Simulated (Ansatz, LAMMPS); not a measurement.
## Relaxing glassy 44SiO2-29Al2O3-27Li2O (mol %) (197 atoms)

Aim: bring glassy 44SiO2-29Al2O3-27Li2O (mol %) (197 atoms) to a nearby minimum of the energy and see what moves.

Method: Kohn-Sham DFT, PBE, PAW (set soft_2), plane waves, in Ansatz 0.2.0.

## 1. The structure

The cell holds 197 atoms: 24 Si, 32 Al, 30 Li and 111 O. Its edges and angles: a = 13.020 Å, b = 13.020 Å, c = 13.020 Å, α = 90.0°, β = 90.0°, γ = 90.0°. 197 atoms (24 Si, 32 Al, 30 Li, 111 O) placed at random at 2.58 g/cm³, melted at 4000 K for 10 ps at fixed volume with the Morse and Coulomb pair potential with partial charges (Pedone, Malavasi, Menziani, Cormack and Segre, J. Phys. Chem. B 110, 11780 (2006)). Quenched from 4000 K to 300 K at 200 K/ps and fixed volume, held 10 ps at zero pressure, then minimised at fixed cell.

What the set-up can't give: The quench rate of 200 K/ps is orders of magnitude faster than experiment, which tends to freeze in extra defects. The network of bonds at the start is that of the classical potential that made the cell. Sampling is at Γ alone, for a cell whose shortest periodic width is 13 Å.

## 2. Single point at the start

A single point comes first, to see the forces before anything moves.

input.yaml

```yaml
crystal:
  lattice:
    - [13.0201, 0.0, 0.0]
    - [0.0, 13.0201, 0.0]
    - [0.0, 0.0, 13.0201]
  atoms:
    - { symbol: Si, position: [0.20736, 0.05668, 0.65179] }
    - { symbol: Si, position: [0.0434, 0.64152, 0.13754] }
    - { symbol: Si, position: [0.86734, 0.4777, 0.59078] }
    - { symbol: Si, position: [0.21205, 0.58456, 0.29468] }
    [... 187 atom lines left out ...]
    - { symbol: O, position: [0.8097, 0.84458, 0.43504] }
    - { symbol: O, position: [0.0068, 0.48614, 0.88871] }
    - { symbol: O, position: [0.53809, 0.67945, 0.77036] }
    - { symbol: O, position: [0.14536, 0.03416, 0.98909] }
    - { symbol: O, position: [0.25784, 0.39154, 0.11696] }
    - { symbol: O, position: [0.3612, 0.25396, 0.7653] }
kpoints:
  mp_grid: { grid: [1, 1, 1] }
hamiltonian:
  xc: pbe
scf:
  occupations: { method: fixed }
output:
  forces: true
  stress: true
  populations: true
  dos:
    method: { smearing: { sigma: 0.08 } }
    de: 0.1
    projected: { site_lists: { Al: [Al], Li: [Li], O: [O], Si: [Si] } }
  eigenvalues: true
```

Started as:

```sh
$ ansatz run input.yaml --threads 4 --pin off --max-ram 8192MiB --backend cpu --events-out ev --progress --plain --runs-dir out
```

The job ended after 88 s (4 threads of Arm Neoverse V1, shared host; peak memory 3.7 GiB).

The run gave:

```
free energy                                      : -101821.1320 eV
free energy per atom                             : -516.8585 eV/atom
SCF cycles                                       : 10
pressure                                         : 7.624 GPa
r.m.s. force component                           : 0.7621 eV/Å
longest force                                    : 3.643 eV/Å
Fermi energy                                     : 4.427 eV
gap (highest filled to lowest empty level) : 3.594 eV
spilling of the projection                       : 0.01079
```

The r.m.s. force component of 0.76 eV/Å and the pressure of 7.6 GPa set the starting point.

Length of the force by element:

| element | coordination | atoms | mean length of the force (eV/Å) | spread | least | most |
| --- | --- | --- | --- | --- | --- | --- |
| Al | all | 32 | 0.799 | 0.341 | 0.286 | 1.63 |
| Li | all | 30 | 0.416 | 0.193 | 0.0727 | 0.779 |
| O | all | 111 | 1.40 | 0.603 | 0.311 | 3.64 |
| Si | all | 24 | 1.36 | 0.632 | 0.139 | 2.53 |

## 3. Relaxation

The atoms are relaxed in the fixed cell, aiming at the force tolerance of the input.

input.yaml, the sections that differ from step 2:

```yaml
output:
  forces: true
relax:
  f_tol: 0.05
  max_steps: 128
# crystal, kpoints, hamiltonian, scf: as in step 2
```

Run time: 30 min. Hardware: 4 threads; peak memory 3.3 GiB; 2 h of CPU time.

Relaxation path (22 of 54):

| step | energy less that of the first step (eV) | largest force component (eV/Å) |
| --- | --- | --- |
| 1 | 0.0000 | 3.0364 |
| 4 | -7.4971 | 0.3500 |
| 6 | -7.7008 | 0.1834 |
| 9 | -7.7627 | 0.0688 |
| 11 | -7.7851 | 0.0867 |
| 14 | -7.7754 | 0.1200 |
| 16 | -7.7941 | 0.1173 |
| 19 | -7.8172 | 0.0338 |
| 21 | -7.8322 | 0.0844 |
| 24 | -7.8638 | 0.0828 |
| 26 | -7.8912 | 0.1023 |
| 29 | -8.0410 | 0.3098 |
| 31 | -8.1629 | 0.3871 |
| 34 | -8.2406 | 0.0900 |
| 36 | -8.2254 | 0.4608 |
| 39 | -8.2853 | 0.1189 |
| 41 | -8.3080 | 0.1323 |
| 44 | -8.3494 | 0.0878 |
| 46 | -8.3773 | 0.3525 |
| 49 | -8.4522 | 0.0848 |
| 51 | -8.4675 | 0.0957 |
| 54 | -8.4749 | 0.0430 |

Relaxation steps 14, 16, 23, 33, 36, 42, 52 were tried and not accepted.

The atoms that moved most (Å):

| atom | dx | dy | dz | length |
| --- | --- | --- | --- | --- |
| Li86 | 1.208 | 1.139 | 0.428 | 1.715 |
| Li75 | 0.343 | 0.555 | -1.153 | 1.325 |
| Li74 | 0.341 | 1.122 | -0.611 | 1.322 |
| Li81 | 1.076 | 0.169 | -0.276 | 1.123 |
| O164 | -0.230 | -0.140 | 0.877 | 0.918 |
| Li70 | 0.560 | -0.532 | 0.421 | 0.880 |
| Li73 | 0.738 | 0.250 | -0.137 | 0.791 |
| Al52 | 0.658 | -0.245 | 0.141 | 0.716 |

The relaxation changed the energy by -43.0 meV/atom, and atoms moved by 0.37 Å r.m.s., 1.7 Å at most.

## 4. Distances and neighbours after relaxation

Bonds before and after, by the cutoffs listed below:

| pair | bonds before | bonds after | mean before (Å) | mean after (Å) | spread before (Å) | spread after (Å) |
| --- | --- | --- | --- | --- | --- | --- |
| O-Al | 134 | 139 | 1.784 | 1.820 | 0.092 | 0.085 |
| O-Li | 117 | 116 | 2.109 | 2.051 | 0.168 | 0.166 |
| O-Si | 96 | 96 | 1.609 | 1.641 | 0.033 | 0.031 |

Density 2.65 g/cm³, 11.20 Å³ an atom.

Pair distribution functions g(r), in bins of 0.2 Å:

| r (Å) | total | O-O | O-Al | O-Li | O-Si | Al-Al | Al-Li |
| --- | --- | --- | --- | --- | --- | --- | --- |
| 1.50 | 0.15 | 0.00 | 0.00 | 0.00 | 1.06 | 0.00 | 0.00 |
| 1.70 | 2.46 | 0.00 | 5.35 | 0.08 | 10.69 | 0.00 | 0.00 |
| 1.90 | 1.50 | 0.00 | 4.54 | 3.88 | 0.00 | 0.00 | 0.00 |
| 2.10 | 0.50 | 0.00 | 0.52 | 2.35 | 0.00 | 0.00 | 0.00 |
| 2.30 | 0.17 | 0.03 | 0.00 | 0.87 | 0.00 | 0.00 | 0.00 |
| 2.50 | 0.44 | 1.01 | 0.04 | 0.26 | 0.00 | 0.26 | 0.28 |
| 2.70 | 1.36 | 3.42 | 0.03 | 0.35 | 0.09 | 1.38 | 1.62 |
| 2.90 | 1.28 | 2.19 | 0.17 | 0.73 | 0.11 | 1.83 | 2.38 |
| 3.10 | 1.27 | 1.31 | 0.77 | 0.82 | 0.34 | 3.20 | 2.38 |
| 3.30 | 1.06 | 0.71 | 0.81 | 0.90 | 1.06 | 3.00 | 2.47 |
| 3.50 | 0.93 | 0.67 | 0.91 | 1.12 | 1.45 | 0.42 | 0.99 |
| 3.70 | 0.94 | 0.69 | 1.32 | 1.10 | 1.29 | 0.63 | 0.54 |
| 3.90 | 0.95 | 0.74 | 1.46 | 1.06 | 1.25 | 0.45 | 0.36 |
| 4.10 | 1.04 | 0.67 | 1.33 | 1.15 | 1.83 | 0.71 | 0.54 |
| 4.30 | 1.00 | 0.52 | 1.62 | 1.23 | 1.56 | 0.92 | 0.40 |
| 4.50 | 1.08 | 0.95 | 1.32 | 1.41 | 1.04 | 0.59 | 0.50 |
| 4.70 | 0.97 | 1.11 | 0.89 | 1.17 | 0.55 | 0.93 | 0.78 |
| 4.90 | 0.99 | 1.33 | 0.74 | 0.78 | 0.68 | 0.50 | 1.15 |
| 5.10 | 0.95 | 1.33 | 0.65 | 0.64 | 0.66 | 1.39 | 0.99 |
| 5.30 | 1.04 | 1.25 | 0.72 | 0.80 | 0.81 | 1.27 | 1.25 |
| 5.50 | 1.01 | 1.15 | 0.91 | 0.85 | 0.85 | 1.14 | 1.32 |
| 5.70 | 0.96 | 0.94 | 0.91 | 0.87 | 1.01 | 0.58 | 1.21 |
| 5.90 | 1.06 | 0.95 | 1.01 | 1.06 | 1.24 | 1.24 | 1.16 |
| 6.10 | 1.00 | 0.84 | 1.08 | 1.17 | 1.08 | 1.20 | 1.06 |
| 6.30 | 0.92 | 0.76 | 1.08 | 0.98 | 1.17 | 0.82 | 0.86 |

Bonds by pair of elements; cutoffs follow the first minimum of g(r), held within bounds set by covalent radii, and pairs that aren't listed don't count as bonded:

| pair A-B | cutoff (Å) | bonds | mean length (Å) | spread (Å) | shortest (Å) | B about A | A about B |
| --- | --- | --- | --- | --- | --- | --- | --- |
| O-Al | 2.33 | 139 | 1.82 | 0.085 | 1.71 | 1.25 | 4.34 |
| O-Li | 2.58 | 116 | 2.05 | 0.166 | 1.78 | 1.04 | 3.87 |
| O-Si | 2.08 | 96 | 1.64 | 0.031 | 1.58 | 0.865 | 4 |

How many atoms have how many bonded neighbours:

| element | mean | 2 | 3 | 4 | 5 | 6 |
| --- | --- | --- | --- | --- | --- | --- |
| Al | 4.34 | 0 | 0 | 22 | 9 | 1 |
| Li | 3.87 | 0 | 10 | 14 | 6 | 0 |
| O | 3.16 | 16 | 64 | 28 | 3 | 0 |
| Si | 4 | 0 | 0 | 24 | 0 | 0 |

Bond angles, per cent of each kind in bins of 5°:

| angle (°) | O-Al-O | O-Li-O | O-Si-O | Al-O-Li | Li-O-Si |
| --- | --- | --- | --- | --- | --- |
| 65–70 | 0.0 | 2.9 | 0.0 | 0.0 | 0.0 |
| 70–75 | 0.4 | 4.6 | 0.0 | 0.0 | 0.0 |
| 75–80 | 1.7 | 4.6 | 0.0 | 2.5 | 0.0 |
| 80–85 | 5.5 | 10.3 | 0.0 | 6.7 | 3.3 |
| 85–90 | 9.7 | 6.9 | 0.0 | 8.3 | 7.7 |
| 90–95 | 8.0 | 6.9 | 0.7 | 7.5 | 12.1 |
| 95–100 | 8.4 | 6.9 | 4.2 | 8.3 | 5.5 |
| 100–105 | 15.6 | 5.8 | 21.5 | 13.3 | 11.0 |
| 105–110 | 11.8 | 8.1 | 29.9 | 10.0 | 11.0 |
| 110–115 | 13.5 | 4.6 | 26.4 | 11.7 | 7.7 |
| 115–120 | 6.8 | 8.1 | 10.4 | 10.8 | 12.1 |
| 120–125 | 5.5 | 6.9 | 6.2 | 5.8 | 9.9 |
| 125–130 | 3.4 | 3.5 | 0.7 | 7.5 | 8.8 |
| 130–135 | 2.5 | 6.3 | 0.0 | 2.5 | 5.5 |
| 135–140 | 0.4 | 2.9 | 0.0 | 0.8 | 1.1 |
| 140–145 | 0.8 | 1.7 | 0.0 | 0.8 | 3.3 |
| 145–150 | 0.8 | 2.3 | 0.0 | 0.8 | 0.0 |
| 150–155 | 0.4 | 2.9 | 0.0 | 0.0 | 0.0 |
| 155–160 | 0.0 | 0.6 | 0.0 | 0.0 | 0.0 |
| 160–165 | 1.3 | 2.3 | 0.0 | 0.8 | 0.0 |
| 165–170 | 1.3 | 0.6 | 0.0 | 1.7 | 1.1 |
| 170–175 | 1.3 | 0.0 | 0.0 | 0.0 | 0.0 |
| 175–180 | 0.8 | 0.6 | 0.0 | 0.0 | 0.0 |

Bond angles (no mean is given where the spread exceeds 20°):

| angle | count | mean (°) | spread (°) |
| --- | --- | --- | --- |
| O-Al-O | 237 | 108 | 19.6 |
| O-Li-O | 174 | - | - |
| O-Si-O | 144 | 109 | 6.2 |
| Al-O-Li | 120 | 108 | 17.6 |
| Li-O-Si | 91 | 110 | 16.4 |

Oxygen atoms by the number of network formers (Si, P, Ge, B, Al, As, Ga) bound to them:

| network formers bound to O | O atoms | per cent |
| --- | --- | --- |
| 0 | 0 | 0 |
| 1 | 9 | 8.1 |
| 2 | 80 | 72.1 |
| 3 | 22 | 19.8 |

Network units: each former by its oxygen neighbours and how many of them bridge to another former:

| former | O neighbours | bridging O | atoms |
| --- | --- | --- | --- |
| Si | 4 | 3 | 6 |
| Si | 4 | 4 | 18 |
| Al | 4 | 3 | 3 |
| Al | 4 | 4 | 19 |
| Al | 5 | 5 | 9 |
| Al | 6 | 6 | 1 |

Bond length by coordination (bonds to H left out):

| element | coordination | atoms | mean bond length (Å) |
| --- | --- | --- | --- |
| Al | 4 | 22 | 1.78 |
| Al | 5 | 9 | 1.87 |
| Al | 6 | 1 | 1.96 |
| Li | 3 | 10 | 1.98 |
| Li | 4 | 14 | 2.06 |
| Li | 5 | 6 | 2.10 |
| O | 2 | 16 | 1.67 |
| O | 3 | 64 | 1.83 |
| O | 4 | 28 | 1.91 |
| O | 5 | 3 | 1.98 |

Rings of the network by King's shortest-path rule, up to 12 atoms, one path for each pair of neighbours; H, halogens, alkali and alkaline-earth atoms are left out, and the last column divides by all other atoms, bonded or not:

| ring size (atoms) | rings | per network atom |
| --- | --- | --- |
| 4 | 10 | 0.06 |
| 6 | 18 | 0.108 |
| 8 | 39 | 0.234 |
| 10 | 41 | 0.246 |
| 12 | 32 | 0.192 |

First main peaks of g(r), for some of the pairs, lie near 2.7 Å (O-O), 1.8 Å (O-Al), 2.0 Å (O-Li), 1.6 Å (O-Si) and 3.2 Å (Al-Al). Counting bonds as in the table, 69 % of Al atoms have 4, 47 % of Li atoms have 4, 58 % of O atoms have 3 and all Si atoms have 4 bonded neighbours. 72 % of the oxygens bridge two formers (Si and Al) and 8 % are non-bridging; 20 % join three. The commonest Al unit has 4 oxygens, 4 of them shared with other formers (19 of 32 atoms). Rings of 10 atoms are the most common (29 % of those counted); sizes run from 4 to 12, where the search stops.

## 5. Single point at the relaxed geometry

One more single point at the end of the walk gives the fuller output and checks the residual forces.

input.yaml

```yaml
crystal:
  lattice:
    - [13.0201, 0.0, 0.0]
    - [0.0, 13.0201, 0.0]
    - [0.0, 0.0, 13.0201]
  atoms:
    - { symbol: Si, position: [0.20248, 0.03812, 0.63841] }
    - { symbol: Si, position: [0.03815, 0.64987, 0.13489] }
    - { symbol: Si, position: [0.85801, 0.47809, 0.61712] }
    - { symbol: Si, position: [0.20277, 0.58979, 0.29763] }
    [... 187 atom lines left out ...]
    - { symbol: O, position: [0.81572, 0.83734, 0.42847] }
    - { symbol: O, position: [0.01416, 0.4958, 0.91474] }
    - { symbol: O, position: [0.54753, 0.67847, 0.77398] }
    - { symbol: O, position: [0.15722, 0.03192, 0.99063] }
    - { symbol: O, position: [0.25886, 0.37708, 0.1414] }
    - { symbol: O, position: [0.33891, 0.26755, 0.76824] }
kpoints:
  mp_grid: { grid: [1, 1, 1] }
hamiltonian:
  xc: pbe
scf:
  occupations: { method: fixed }
output:
  forces: true
  stress: true
  populations: true
  dos:
    method: { smearing: { sigma: 0.1 } }
    de: 0.1
    projected: { site_lists: { Al: [Al], Li: [Li], O: [O], Si: [Si] } }
  eigenvalues: true
  write_density: true
  write_potential: true
  volumetric_format: npy
  elf: true
```

Wall time 86 s (4 threads); peak memory 3.7 GiB.

Numbers from this run:

* free energy: -101829.6069 eV
* free energy per atom: -516.9016 eV/atom
* SCF cycles: 9
* pressure: 1.965 GPa
* r.m.s. force component: 0.00664 eV/Å
* longest force: 0.04713 eV/Å
* Fermi energy: 4.048 eV
* gap (highest filled to lowest empty level): 3.925 eV
* spilling of the projection: 0.01069

Löwdin charges by element and coordination (they lack the spilled electrons, 0.051 e an atom on average):

| element | coordination | atoms | mean charge (e) | spread | least | most |
| --- | --- | --- | --- | --- | --- | --- |
| Al | all | 32 | 1.29 | 0.0483 | 1.18 | 1.37 |
| Al | 4 | 22 | 1.29 | 0.0559 | 1.18 | 1.37 |
| Al | 5 | 9 | 1.29 | 0.0221 | 1.25 | 1.33 |
| Al | 6 | 1 | 1.25 | 0 | 1.25 | 1.25 |
| Li | all | 30 | 0.816 | 0.0149 | 0.775 | 0.842 |
| Li | 3 | 10 | 0.817 | 0.0115 | 0.798 | 0.842 |
| Li | 4 | 14 | 0.818 | 0.013 | 0.787 | 0.836 |
| Li | 5 | 6 | 0.810 | 0.021 | 0.775 | 0.838 |
| O | all | 111 | -0.866 | 0.0692 | -1.10 | -0.749 |
| O | 2 | 16 | -0.807 | 0.0236 | -0.833 | -0.767 |
| O | 3 | 64 | -0.852 | 0.0485 | -0.971 | -0.749 |
| O | 4 | 28 | -0.912 | 0.0695 | -1.10 | -0.791 |
| O | 5 | 3 | -1.05 | 0.0585 | -1.10 | -0.967 |
| Si | all | 24 | 1.69 | 0.0356 | 1.62 | 1.74 |

Density of states as counts of states in windows of 1 eV (from the Fermi level), total and the larger projections:

| from (eV) | to (eV) | total | O p |
| --- | --- | --- | --- |
| -10 | -9 | 2.8 | 1.9 |
| -9 | -8 | 13.9 | 9.3 |
| -8 | -7 | 19.0 | 13.2 |
| -7 | -6 | 33.0 | 24.4 |
| -6 | -5 | 63.3 | 48.2 |
| -5 | -4 | 81.1 | 64.5 |
| -4 | -3 | 104.3 | 89.0 |
| -3 | -2 | 123.9 | 112.8 |
| -2 | -1 | 142.1 | 134.2 |
| -1 | 0 | 79.4 | 76.0 |
| 0 | 1 | 3.2 | 3.1 |
| 1 | 3 | 0.0 | 0.0 |
| 3 | 4 | 1.3 | 0.0 |
| 4 | 5 | 1.6 | 0.1 |

With fixed occupations the program's Fermi level is the highest filled level; weight inside the gap is the broadening of levels at its edges.

Between -26 and -10 eV lie 222 more states.

The stored curve holds about 888 of the 948 electrons; the rest, give or take the few that broadening carries across the Fermi level, lie in deeper levels below its range.

The levels nearest the highest filled one (over half full), pooled over k-points and spins:

| level less the highest filled one (eV) | occupation |
| --- | --- |
| -0.237 | 2 |
| -0.172 | 2 |
| -0.147 | 2 |
| -0.106 | 2 |
| -0.0294 | 2 |
| 0 | 2 |
| 3.93 | 0 |
| 4.96 | 0 |
| 5.16 | 0 |
| 5.25 | 0 |
| 5.42 | 0 |
| 5.45 | 0 |

Mean Löwdin charges: Al +1.29, Li +0.82, O -0.87, Si +1.69 e (they miss 1.1 % of the electrons, so they add up to more than the cell's charge).

## 6. Summary of results

| Item | Value |
| --- | --- |
| energy change in the relaxation | -43.02 meV/atom |
| r.m.s. displacement | 0.367 Å |
| largest displacement | 1.715 Å |
| free energy per atom | -516.9016 eV/atom |
| pressure | 1.965 GPa |
| r.m.s. force component | 0.00664 eV/Å |
| gap (highest filled to lowest empty level) | 3.925 eV |
| wall time of the 3 DFT runs | 33 min |

What this shows: Relaxation lowers the energy by 43.0 meV/atom and moves atoms by 0.37 Å r.m.s.; the r.m.s. force component goes from 0.76 to 0.0066 eV/Å, the pressure goes from 7.6 to 2.0 GPa, and the gap from 3.59 to 3.93 eV. By the final cutoffs 21 of 347 bonded pairs parted and 25 joined. First to last step the energy falls by 8.475 eV; the largest move, 1.71 Å, is that of Li86. The O-Li bonds change most in mean length: from 2.109 Å (spread 0.168) to 2.051 Å (spread 0.166), and their number from 117 to 116. Counting bonds as in the table, 69 % of Al atoms have 4, 47 % of Li atoms have 4, 58 % of O atoms have 3 and all Si atoms have 4 bonded neighbours. 72 % of the oxygens bridge two formers (Si and Al) and 8 % are non-bridging; 20 % join three. Between filled and empty levels lie 3.93 eV (at Γ alone); a semilocal functional tends to put such gaps too low. In a disordered cell it changes from sample to sample, and tail or defect levels can set it.

Caveats: The starting topology of bonds comes from the classical model; in DFT 21 of its 347 bonded pairs passed out of the cutoffs and 25 came within them. The pressure of 2.0 GPa means that a free cell would grow at this level.

[Logs are printed without paths, hosts, clocks, repeated set-up lines and the standing remarks that a program may print on its own settings, such as how far it seeks lower states.]

[Hosts, paths, dates, database ids (printed as entryN), source tags and the programs' standing remarks are cut or masked in the printed files.]
